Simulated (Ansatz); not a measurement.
# Structural relaxation of Σ7 (111) twist boundary in Si (84 atoms), part 2 of 2

Aim: bring Σ7 (111) twist boundary in Si (84 atoms) to a nearby minimum of the energy and see what moves.

Ansatz 0.2.0; Kohn-Sham DFT, PBE, PAW (set soft_2), plane waves.

The cell: 84 Si. The host structure and its lattice constant were typed by rule, without a check against the phase diagram.

So far. Step 3 (Relaxation): The relaxation changed the energy by -11.0 meV/atom, and atoms moved by 0.12 Å r.m.s., 0.42 Å at most.

### 5. Single point at the relaxed geometry

The electronic structure is read at the final geometry, in a run of its own.

File input.yaml:

```yaml
crystal:
  lattice:
    - [10.16047, 0.0, 0.0]
    - [-5.08024, 8.79923, 0.0]
    - [0.0, 0.0, 18.60372]
  atoms:
    - { symbol: Si, position: [0.87506, 0.29048, 0.44846] }
    - { symbol: Si, position: [0.87769, 0.28876, 0.07327] }
    - { symbol: Si, position: [0.84229, 0.05771, 0.1158] }
    - { symbol: Si, position: [0.84229, 0.05771, 0.2408] }
    [... 74 atom lines left out ...]
    - { symbol: Si, position: [0.46349, 0.58638, 0.6217] }
    - { symbol: Si, position: [0.45779, 0.5833, 0.74706] }
    - { symbol: Si, position: [0.40494, 0.77548, 0.781] }
    - { symbol: Si, position: [0.40905, 0.78039, 0.91044] }
    - { symbol: Si, position: [0.69557, 0.63, 0.78438] }
    - { symbol: Si, position: [0.6906, 0.62805, 0.90976] }
kpoints:
  mp_grid: { grid: [2, 2, 1] }
hamiltonian:
  xc: pbe
scf:
  occupations: { method: gaussian, width: 0.025 }
output:
  forces: true
  stress: true
  populations: true
  dos:
    method: { smearing: { sigma: 0.15 } }
    de: 0.1
    projected:
      site_lists:
        Si: [Si]
        lower_grain: [0, 1, 2, 3, 4, 5, 6, 7, 8, 9, 10, 11, 12, 13, 14, 15, 16, 17, 18, 19, 20, 21, 22, 23, 24, 25, 26, 27, 28, 29, 30, 31, 32, 33, 34, 35, 36, 37, 38, 39, 40, 41]
        upper_grain: [42, 43, 44, 45, 46, 47, 48, 49, 50, 51, 52, 53, 54, 55, 56, 57, 58, 59, 60, 61, 62, 63, 64, 65, 66, 67, 68, 69, 70, 71, 72, 73, 74, 75, 76, 77, 78, 79, 80, 81, 82, 83]
  eigenvalues: true
  write_density: true
  write_potential: true
  volumetric_format: npy
```

Launch:

```console
$ ansatz run input.yaml --threads 4 --pin off --max-ram 8192MiB --backend cpu --events-out ev --progress --plain --runs-dir out
```

Numbers of over 12 decimals in the logs are rounded to 6 here.

What it wrote:

```text
[...]
Crystal: 84 atoms, lattice volume = 1663.253 Å³
Basis set: ecut = 420 eV, 32523 PW (Γ), exchange–correlation on 144×144×250 points (8 copies of the dense FFT grid, shifted against one another)
Bands: 252, of which v1, the nominal top of the filled ones, is band 168 counted from 1 (167 counted from 0)
Symmetry: 2 space group operations
[...]
k-points: 3 of 4
[...]
SCF iter   1: F=—  HF=-53398.213762 eV  |F-HF|=—  |Δ(HF+E_count)|=         —  Δρ=2.28e-3  dr2=2.38e-1  ethr=1.77e-3  ⟨swp⟩=6.0  Hψ=3495  notcnv=0  defer=140
[...]
SCF iter   7: F=-53398.187295 eV  HF=-53398.187295 eV  |F-HF|=6.64e-9  |Δ(HF+E_count)|=   3.31e-7  Δρ=7.72e-7  dr2=1.77e-8  ethr=2.98e-11  ⟨swp⟩=19.3  Hψ=6207  notcnv=0
SCF 1 converged in 7 iterations: F = -53398.187295 eV  dr2 = 1.77e-8
[...]
SCF converged after 7 iterations
Free energy (F): -53398.187295 eV
[...]
Internal energy: -53398.187273 eV  (E = F + TS)
E sigma→0 (E₀):  -53398.187284 eV
Entropy (-TS):   -0.000022 eV (-0.000 meV/atom)
Fermi energy:    6.358351 eV
[...]
--- Forces (eV/Å), atoms counted from 1 ---
  atom   1  Si     0.01282439     0.00804435     0.00382772
  atom   2  Si     0.00357396     0.00015716    -0.00338413
  atom   3  Si     0.00023987     0.00007512    -0.00105401
  atom   4  Si    -0.00072821     0.00037458     0.00686121
  atom   5  Si     0.00548399     0.01639215     0.00592098
  atom   6  Si    -0.00551390     0.00283238    -0.00462758
  atom   7  Si     0.00167876     0.00006268    -0.00401800
  atom   8  Si    -0.00718810     0.00047157     0.00344330
  atom   9  Si     0.01102819    -0.01296619     0.00584679
  atom  10  Si     0.00418069     0.00364458    -0.00461900
  atom  11  Si     0.00767996    -0.00155395    -0.00291796
  atom  12  Si     0.01003007    -0.00353435    -0.00345207
  atom  13  Si     0.00630670     0.00530304     0.00102143
  atom  14  Si    -0.00035326    -0.00141488     0.00158668
[...]
atom  83  Si     0.00219958     0.00712907    -0.00297196
  atom  84  Si    -0.00127515    -0.00111665     0.00362031
  max |Σ_I F_I| component: 5.15e-7 eV/Å
--- Stress (GPa, compression-positive) ---
        0.462016       0.000206       0.000470
        0.000206       0.462253      -0.000272
        0.000470      -0.000272       3.138592
  P = ⅓ Tr σ = 1.3543 GPa (13.543 kbar)
--- Band table (eV) ---
[...]
--- Löwdin populations: 84 sites ---
  site symbol       q [e]
     0     Si      3.9690
     1     Si      3.9676
     2     Si      3.9550
[...]
83     Si      3.9378
  spilling = 0.010174 (of n_electrons = 336.000000)
```

Run time: 42 s. Hardware: 4 threads of Intel Xeon Platinum 8259CL at 2.50GHz (Skylake/Cascade Lake), shared host; peak memory 6.7 GiB.

The run gave:

```yaml
free_energy: -53398.1873 eV
free_energy_per_atom: -635.6927 eV/atom
scf_cycles: 7
pressure: 1.354 GPa
r_m_s_force_component: 0.00573 eV/Å
longest_force: 0.01827 eV/Å
fermi_energy: 6.358 eV
spacing_of_highest_filled_and_lowest_empty_level: 0.1256 eV
spilling_of_the_projection: 0.01017
```

The mean of these charges, 0.041 e, is only the charge that the projection spills.

Löwdin charges by element and coordination (they lack the spilled electrons, 0.041 e an atom on average):

```csv
element,coordination,atoms,mean charge (e),spread,least,most
Si,all,84,0.0407,0.0219,-0.053,0.0742
Si,3,4,-0.0381,0.0149,-0.053,-0.0233
Si,4,80,0.0446,0.013,0.0251,0.0742
```

By region:

```csv
region,atoms,mean length of the force (eV/Å)
lower grain,42,0.009
upper grain,42,0.009
```

Density of states as counts of states in windows of 1 eV (from the Fermi level), total and the larger projections:

```csv
from (eV),to (eV),total,Si p,lower grain,upper grain,Si s
-13,-12,0.4,0.0,0.2,0.2,0.4
-12,-11,10.4,2.1,5.2,5.2,8.2
-11,-10,23.3,7.0,11.6,11.6,16.1
-10,-9,29.9,9.4,14.9,14.9,20.3
-9,-8,17.5,6.2,8.7,8.7,11.2
-8,-7,17.6,8.2,8.7,8.7,9.3
-7,-6,29.9,16.4,14.8,14.8,13.3
-6,-5,21.3,12.8,10.5,10.5,8.3
-5,-4,21.0,17.6,10.4,10.4,3.3
-4,-3,51.4,45.8,25.4,25.4,5.1
-3,-2,48.7,45.3,24.1,24.1,2.9
-2,-1,45.4,42.9,22.3,22.3,1.7
-1,0,19.9,17.9,9.6,9.6,1.4
0,1,11.1,7.2,5.0,5.0,2.8
1,2,33.4,19.8,14.4,14.4,9.0
2,3,51.7,32.1,21.1,21.1,10.1
```

The levels nearest the highest filled one (over half full), pooled over k-points and spins:

```csv
level less the highest filled one (eV),occupation
-0.206,2
-0.143,2
-0.143,2
-0.137,2
-0.137,2
0,2.00
0.126,0
0.126,0
0.259,0
0.259,0
0.286,0
0.531,0
```

Planar average of the electrostatic potential energy along the normal, with the Fermi level as zero, after a running mean with a triangular window 4 Å wide at its base:

```csv
height (Å),potential energy (eV)
0.0,-4.57
0.6,-4.77
1.0,-5.53
1.6,-6.12
2.1,-5.70
2.7,-4.36
3.1,-3.66
3.7,-4.10
4.2,-5.14
4.8,-6.07
5.2,-5.77
5.8,-4.43
6.4,-3.54
6.8,-3.91
7.4,-5.24
7.9,-5.93
8.5,-5.77
8.9,-5.06
9.5,-4.49
10.0,-4.87
10.6,-5.81
11.0,-6.00
11.6,-5.17
12.1,-4.15
12.7,-3.55
13.2,-4.50
13.7,-5.56
14.3,-6.06
14.7,-5.41
15.3,-4.05
15.8,-3.62
16.4,-4.43
16.8,-5.47
17.4,-6.12
17.9,-5.73
18.5,-4.73
```

Electrostatic potential energy in the ca plane at fractional y = 0.013, with atoms of Si within 0.2 Å of it. With pseudopotentials it is smooth inside the atoms' cores, unlike the true potential.

Ten even steps from '0' (-43 eV) to '9' (10 eV), each cell a mean:
```
98535899999999999974479987899999999999998778
99888899998899999998899999999999988899988899
99986578975589999999999999999999865689855799
99962038840168999999999999999999730278610489
99961037840168999999999999999999730178510489
99985468874579999999999999999999864589754799
99998889998899999999999999989999888899988999
99999999999888999888999998646897557999999999
99999999999767898657999996002783004899999999
99999999998756897547999985001772003899999999
99999999998878998778999997314885126999999999
99998889988889999989999988778998778999999999
99987789987789999999999865789999999999998778
89888889987899999998888510389999999999997215
79888999998899999998888400279999999999985002
89989999999888999888899621589999999999996214
99999999998536887457999877899999999999998768
99999999996102784016899999999999988999999999
99999999997214885116899999999999888899988899
99999999998657997568999999999999987899987899
99888999999989999887889998999999988899988889
98425899999999999862268876799999999999998778
86001699999999999830038854689999999999997557
86001699999999999830038864689999999999997557
```
Columns run along c (18.6 Å; values clipped at the 3rd and 97th percentile), rows up along a (10.2 Å). Atoms in or near the plane, at fractional coordinates: Si at (0.45, 0.04), Si at (0.07, 0.04), Si at (0.62, 0.61), Si at (0.74, 0.60).

Valence density in the ca plane at fractional y = 0.013, with atoms of Si within 0.2 Å of it. It is the smooth field of the valence electrons, not physical close to the nuclei.

Ten even steps from '0' (0.02 e/Å³) to '9' (0.55 e/Å³), each cell a mean:
```
45678620001110001366554357863111232100135654
12489742123331000234321123432112465321246642
01368754455652000111100001110002588654556631
00255467765663100000000000000002575577744641
01266467764563000000000000000001464577755741
01368765555652000011100001110002587655567641
01256532235652101233210012332123698522234421
00133210013553223576410024655445797410011110
00111100013554445798520125436887345310000000
00011100025775445677410025315997225310000000
00122211136985333454210136756666455310000000
01234432247974211233211248975333454200012221
22368643346652100123223568962101222100024553
54589742234531000133346754752000000000136656
75577531124432101245557842652000000000136436
54343210024553223577545656852000111000025546
32111100025655556798522346752111233100125654
10000000025546777467410123442112466311124542
00000000025656776456310012222112699532234421
00111100024654445687410012221012478532245531
22344210012332113699632123321001245322358852
45556410000100001487665444531000122111259975
77424420000000001352277666752000111000147876
67424520000000001353367678963101111000135656
```
Columns run along c (18.6 Å), rows up along a (10.2 Å). Atoms in or near the plane, at fractional coordinates: Si at (0.45, 0.04), Si at (0.07, 0.04), Si at (0.62, 0.61), Si at (0.74, 0.60).

Löwdin charges run from -0.05 to +0.07 e, about a mean that is the spilled charge alone. Within 0.4 eV of the Fermi level the largest share is Si p (89 % of the projected weight).

Local excerpt of 13 atoms (numbers count through the whole input) about Si32, whose charge lies farthest from its element's mean; x, y, z are measured from there.

```csv
atom,x,y,z,distance (Å),bonds,Löwdin charge (e)
Si32,0.00,0.00,0.00,0.00,3,-0.05
Si33,1.49,1.60,0.88,2.35,4,0.06
Si7,-2.13,0.49,0.88,2.35,4,0.06
Si35,0.64,-2.09,0.88,2.35,4,0.06
Si77,1.60,-1.67,-2.06,3.10,4,0.03
Si55,0.65,2.23,-2.06,3.10,4,0.03
Si67,-2.25,-0.55,-2.06,3.10,4,0.03
Si82,2.09,0.49,-2.88,3.59,4,0.07
Si54,-0.62,-2.05,-2.88,3.59,4,0.07
Si76,-1.47,1.56,-2.88,3.59,4,0.07
Si10,0.65,3.64,0.05,3.70,4,0.03
Si20,2.83,-2.38,0.05,3.70,4,0.03
Si6,-3.48,-1.26,0.05,3.70,4,0.03
```

The column of bonds counts only the pairs Si-Si within 2.77 Å; other neighbours, such as metal atoms beside each other in a compound, aren't counted, and periodic images can show an atom twice.

### 6. Results

| Item | Value |
| --- | --- |
| energy change in the relaxation | -10.98 meV/atom |
| r.m.s. displacement | 0.122 Å |
| largest displacement | 0.424 Å |
| free energy per atom | -635.6927 eV/atom |
| density | 2.355 g/cm³ |
| pressure | 1.354 GPa |
| r.m.s. force component | 0.00573 eV/Å |
| gap (highest filled to lowest empty level) | 0.1256 eV |
| wall time of the 3 DFT runs | 3.5 min |

Relaxation lowers the energy by 11.0 meV/atom and moves atoms by 0.12 Å r.m.s.; the r.m.s. force component goes from 0.18 to 0.0057 eV/Å, the pressure goes from 1.0 to 1.4 GPa. By the final cutoffs 2 of 165 bonded pairs parted and 3 joined. First to last step the energy falls by 0.922 eV; the largest move, 0.42 Å, is that of Si73, with 1 other atom within 2 % of it. The Si-Si bonds go from 2.366 Å (spread 0.043) to 2.361 Å (spread 0.038), and their number from 165 to 166. With the cutoffs above, 95 % of Si atoms have 4 bonded neighbours. The highest filled and lowest empty levels lie only 0.13 eV apart (on the run's k-points), which on so few k-points needn't be a gap.

[Logs are printed without paths, hosts, clocks, repeated set-up lines and the standing remarks that a program may print on its own settings, such as how far it seeks lower states.]

[Hosts, paths, dates, database ids (printed as entryN), source tags and the programs' standing remarks are cut or masked in the printed files.]
